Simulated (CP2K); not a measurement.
Two runs for the N K edge of nitrate monohydrate. Run A: CP2K XAS_TDP, all-electron GAPW, PBEh(45%), aug-cc-pVDZ, TDA, no relativity. Run B differs in one setting.

First lines with a strength over 0.0015. A:

```
              atom  energy (eV)  states  strength, one atom
N2 (bonded to 3 O)       399.61       1              0.0743
                         405.92       1              0.0023
                         407.35       1              0.0146
                         408.23       1              0.0070
                         408.36       1              0.0509
```

B:

| atom | energy (eV) | states | strength, one atom |
| --- | --- | --- | --- |
| N2 (bonded to 3 O) | 404.89 | 1 | 0.0734 |
|  | 411.20 | 1 | 0.0023 |
|  | 412.63 | 1 | 0.0144 |
|  | 413.51 | 1 | 0.0069 |
|  | 413.65 | 1 | 0.0503 |

Which was it: scalar relativity switched on, the basis, GW2X switched on, the functional?

GW2X switched on. GW2X shifts an atom's lines together and keeps their spacings. Against PBEh(45%) in aug-cc-pVDZ, the leading line moves by +5.28 eV, to 404.89 eV.

[Banner, clock and machine lines of the logs are left out without a mark of their own.]

[Logs are printed without paths, hosts, clocks, repeated set-up lines and the standing remarks that a program may print on its own settings, such as how far it seeks lower states.]

[Hosts, paths, dates, database ids (printed as entryN), source tags and the programs' standing remarks are cut or masked in the printed files.]
